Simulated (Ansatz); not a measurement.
# Dielectric function and optical constants of PH4Cl (model structure), part 3 of 3

Wanted: where PH4Cl (model structure) starts to absorb, how strongly, and its refractive index. The structure is a model built here, which may or may not match a known phase. It was built so: All Br replaced by Cl and N replaced by P in the P-43m structure of H4BrN.

Ansatz 0.2.0; DFT, PBE, plane-wave PAW, default files, scalar-relativistic, independent-particle optical response without local fields.

So far, electronic dielectric constant ε∞, mean over x, y and z (by symmetry where fewer were run): step 4 (spectrum) 3.62.

### 5. Static response with local fields

A static field by perturbation theory: the induced potential is included, and the Born charges come with it.

This step: DFT, PBE, plane-wave PAW, default files, scalar-relativistic, static field response by perturbation theory with local fields (Ansatz 0.2.0).

input.yaml

```yaml
crystal:
  lattice:
    - [4.3009083819, 0.0, 0.0]
    - [0.0, 4.3009083819, 0.0]
    - [0.0, 0.0, 4.3009083819]
  atoms:
    - { symbol: Cl, position: [0.5, 0.5, 0.5] }
    - { symbol: P, position: [0.0, 0.0, 0.0] }
    - { symbol: H, position: [0.8080874739, 0.1919125261, 0.8080874739] }
    - { symbol: H, position: [0.8080874739, 0.8080874739, 0.1919125261] }
    - { symbol: H, position: [0.1919125261, 0.8080874739, 0.8080874739] }
    - { symbol: H, position: [0.1919125261, 0.1919125261, 0.1919125261] }
kpoints:
  mp_grid: { grid: [5, 5, 5] }
scf:
  occupations: { method: fixed }
hamiltonian:
  xc: pbe
  pseudopotentials: { kind: paw }
dielectric: {}
```

Command:

```console
$ ansatz run input.yaml --threads 2 --pin off --max-ram 5120MiB --backend cpu --events-out ev --progress --plain --runs-dir out
```

Numbers of over 12 decimals in the logs are rounded to 6 here.

The log of the run:

```text
[...]
Crystal: 6 atoms, lattice volume = 79.557 Å³
Basis set: ecut = 420 eV, 1551 PW (Γ), exchange–correlation on 60×60×60 points (8 copies of the dense FFT grid, shifted against one another)
Bands: 14, of which v1, the nominal top of the filled ones, is band 8 counted from 1 (7 counted from 0)
Symmetry: 24 space group operations
k-points: 27 of 125 (irreducible under 4 space group operations, time reversal used)
[...]
SCF iter   1: F=—  HF=-1900.012993 eV  |F-HF|=—  |Δ(HF+E_count)|=         —  Δρ=5.90e-3  dr2=8.55e-2  ethr=1.77e-3  ⟨swp⟩=5.0  Hψ=2149  notcnv=0  defer=78
[...]
SCF iter   8: F=-1899.983298 eV  HF=-1899.983298 eV  |F-HF|=9.09e-12  |Δ(HF+E_count)|=  5.76e-10  Δρ=1.17e-7  dr2=6.19e-12  ethr=1.00e-12  ⟨swp⟩=10.1  Hψ=2210  notcnv=0
SCF 1 converged in 8 iterations: F = -1899.983298 eV  dr2 = 6.19e-12
[...]
DFPT response loops at Γ: preconditioner auto → none (the input reference at scf.mixing.eps_inf says where Resta's filter doesn't serve); β = 0.50; Broyden in place of MSR1
── the response to a field inside a basis, on 6×6×6 k-points: an SCF that follows is theirs, and a resumed run solves both again ──
Bands: 9, of which v1, the nominal top of the filled ones, is band 8 counted from 1 (7 counted from 0)
k-points: 10 of 216 (time reversal used)
[...]
Eigensolver: Dense (10 Hₖ)
SCF iter   1: F=—  HF=-1899.981529 eV  |F-HF|=—  |Δ(HF+E_count)|=         —  Δρ=1.44e-4  dr2=3.80e-6  ethr=1.00e-1
[...]
SCF iter   3: F=-1899.981534 eV  HF=-1899.981534 eV  |F-HF|=4.83e-9  |Δ(HF+E_count)|=   1.50e-6  Δρ=2.70e-6  dr2=6.49e-9  ethr=6.77e-9
SCF 1 converged in 3 iterations: F = -1899.981534 eV  dr2 = 6.49e-9
[...]
SCF converged after 8 iterations
Free energy (F): -1899.983298 eV
[...]
Internal energy: -1899.983298 eV  (E = F + TS)
E sigma→0 (E₀):  -1899.983298 eV
Fermi energy:    0.181387 eV
[...]
--- Band table (eV; the first three rows and the last of 27) ---
  k-point 0: bands = [... 4 lower, -4.4036, 0.1814, 0.1814, 0.1814, 5.2117, 6.1860, 6.1860, 6.7753, ... 2 higher]
  k-point 1: bands = [... 4 lower, -4.3438, -0.2303, 0.0552, 0.0552, 5.8816, 6.4182, 6.4532, 6.7532, ... 2 higher]
  k-point 2: bands = [... 4 lower, -4.2402, -0.7879, -0.1556, -0.1556, 6.6762, 6.7564, 6.7564, 7.1190, ... 2 higher]
  k-point 26: bands = [... 4 lower, -4.7708, -0.7182, -0.7182, -0.5561, 5.5445, 6.1260, 6.1260, 8.2877, ... 2 higher]
--- Dielectric response (ions clamped): 3 representative field directions + reference, inside a basis on a mesh of 216 k-points (Σ response iterations 12) ---
  ε∞ (high-frequency dielectric tensor):
        3.349073    -0.000000    -0.000000
       -0.000000     3.349073    -0.000000
       -0.000000    -0.000000     3.349073
  Born effective charges Z* (e; rows j = field, columns β = displacement):
    site 0:
        -1.64129   -0.00000   -0.00000
        -0.00000   -1.64129    0.00000
        -0.00000    0.00000   -1.64129
    site 1:
         0.63342   -0.00000    0.00000
         0.00000    0.63342    0.00000
        -0.00000    0.00000    0.63342
    site 2:
         0.25197   -0.42654    0.42654
        -0.42654    0.25197   -0.42654
         0.42654   -0.42654    0.25197
    site 3:
         0.25197    0.42654   -0.42654
         0.42654    0.25197   -0.42654
        -0.42654   -0.42654    0.25197
    site 4:
         0.25197   -0.42654   -0.42654
        -0.42654    0.25197    0.42654
        -0.42654    0.42654    0.25197
    site 5:
         0.25197    0.42654    0.42654
         0.42654    0.25197    0.42654
         0.42654    0.42654    0.25197
  Z* charge neutrality: 4.177e-4 e pre-enforcement
  solved inside a basis spanned on kpoints, on 6×6×6 k-points, its susceptibility summed on 10×10×10: ε∞ is read to err by 8.2e-3, Z* by 7.9e-3 e (field_mesh: kpoints solves on kpoints); Z* is corrected for what the basis lacks
```

Run time: 4 s. Hardware: 2 threads of AMD EPYC 9R45, shared host; peak memory 0.46 GiB.

Read-outs, printed or worked out from the files:

```
electronic dielectric constant ε∞, mean over x, y and z (by symmetry where fewer were run) : 3.349
```

ε∞ with local fields:

```
3.35 0.00 0.00
0.00 3.35 0.00
0.00 0.00 3.35
```

Diagonal elements. Born, by row:

| atom | Z*xx (e) | Z*yy (e) | Z*zz (e) |
| --- | --- | --- | --- |
| Cl1 | -1.641 | -1.641 | -1.641 |
| P2 | 0.633 | 0.633 | 0.633 |
| H3 | 0.252 | 0.252 | 0.252 |
| H4 | 0.252 | 0.252 | 0.252 |
| H5 | 0.252 | 0.252 | 0.252 |
| H6 | 0.252 | 0.252 | 0.252 |

The ε∞ with local fields is isotropic, 3.35.

### 6. What came out

* gap on the path: 4.61 eV
* least direct gap on the path: 4.82 eV
* electronic dielectric constant ε∞, mean over x, y and z (by symmetry where fewer were run) (independent particles): 3.62
* absorption onset, first axis (α over 10⁴ cm⁻¹, or the direct gap if that lies higher): 4.82 eV
* main peak of Im epsilon, first axis: 5.83 eV
* electronic dielectric constant ε∞, mean over x, y and z (by symmetry where fewer were run) (static response with local fields): 3.35

At this level (PBE, independent particles) PH4Cl has ε∞ = 3.62 (3.35 with local fields) and n = 1.91 at 1550 nm; absorption sets in near 4.8 eV, and Im ε peaks at 5.8 eV. The cell grew by 6.9 % in volume. The gap is indirect (4.61 eV), so absorption without phonons can begin only at the direct gap of 4.82 eV. Lines 0.1 eV wide carry a tail of absorption under the direct gap, past the threshold already at 4.77 eV. Absorption passes 10⁴ cm⁻¹ from the direct gap on, 4.82 eV, in the ultraviolet, so the visible is passed. Distinct maxima of Im ε, read by a parabola through the highest points, lie at 5.83 eV (11), 10.05 eV (5.0), 10.79 eV (7.9) and 12.98 eV (2.4). The f-sum over the summed bands holds 13.6 of the cell's 16 electrons outside the frozen cores, 4 of which lie in bands more than 12 eV below the Fermi level, whose transitions come at higher energies. Up to 20 eV the strength has a mean oscillator energy of 9.1 eV, well above the main peak, so higher transitions carry much of it. Through 1 µm of it, D65 light comes out colourless (x = 0.314, y = 0.331; 81 % transmitted). In the base spectrum excitons and phonon-assisted transitions are missing, and so are local fields; PBE gaps are as a rule too small, which pulls the onset down and ε∞ up. In the base run ε includes the program's bounded estimate of what the bands above those summed add.

[Logs are printed without paths, hosts, clocks, repeated set-up lines and the standing remarks that a program may print on its own settings, such as how far it seeks lower states.]

[Hosts, paths, dates, database ids (printed as entryN), source tags and the programs' standing remarks are cut or masked in the printed files.]
